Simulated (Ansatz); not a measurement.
In doubt: one-shot GW on d or f shells is unsure (in some of the runs), so the values of those runs are not to be relied on.

Consider GaCuSe2 (I-42d).

```
Ga Cu Se
1.0
    -2.80955    2.80955    5.51300
     2.80955   -2.80955    5.51300
     2.80955    2.80955   -5.51300
Ga Cu Se
2 2 4
Direct
  0.50000 0.50000 0.00000
  0.25000 0.75000 0.50000
  0.00000 0.00000 0.00000
  0.75000 0.25000 0.50000
  0.37500 0.37562 0.50062
  0.62438 0.12500 0.99938
  0.87500 0.87438 0.49938
  0.12562 0.62500 0.00062
```

The cell and positions come from the Crystallography Open Database and are kept as given unless a step says otherwise.

Gaps computed with Ansatz 0.2.0 without a self-energy: PBEsol 0.16 eV, PBE 0.23 eV, HSE06 1.43 eV and PBE0 2.05 eV.

**Question.** What gap should G0W0 on PBE give (4×4×4 mesh, 954 empty bands, screening to 180 eV, PAW set soft_1 files)?

About 0.66 eV: on its mesh the run moves the gap from 0.23 eV by +0.43 eV. Among the scalar-relativistic levels given, PBE is nearest (−0.43 eV). Bands and cutoff are finite, so the gap is not at the basis limit. The miss can reach some tenths of an eV and take either sign; the mesh is an error of its own. The 4×4×4 mesh is coarse for this cell (its supercell is 27 Å along the shortest edge). The RPA ε∞ on it, from the PBE start, is 45.69 and 136.08; such meshes misread the long-range screening, most where the gap is narrow. The RPA ε∞ on this mesh reaches over 25; with a narrow direct gap a coarse mesh can overstate it, and the correction is then too small. A d shell, filled or nearly so, lies near the gap. One-shot GW converges very slowly in bands there, not always from below, and on a semilocal start the gap tends to come out low; starts rich in exact exchange can overshoot instead. The many-body steps are scalar-relativistic: spin-orbit coupling is not in them.

[Paths, hosts, dates, memory and timing lines, banners, echoed tables and standing remarks are left out of the program output.]

[Logs are printed without paths, hosts, clocks, repeated set-up lines and the standing remarks that a program may print on its own settings, such as how far it seeks lower states.]

[Runs of the session that timed out or met a known fault of the program may be left out.]

[Cells called generated may have been cut or substituted from an entry of the Crystallography Open Database or the Materials Project.]

[Hosts, paths, dates, database ids (printed as entryN), source tags and the programs' standing remarks are cut or masked in the printed files.]
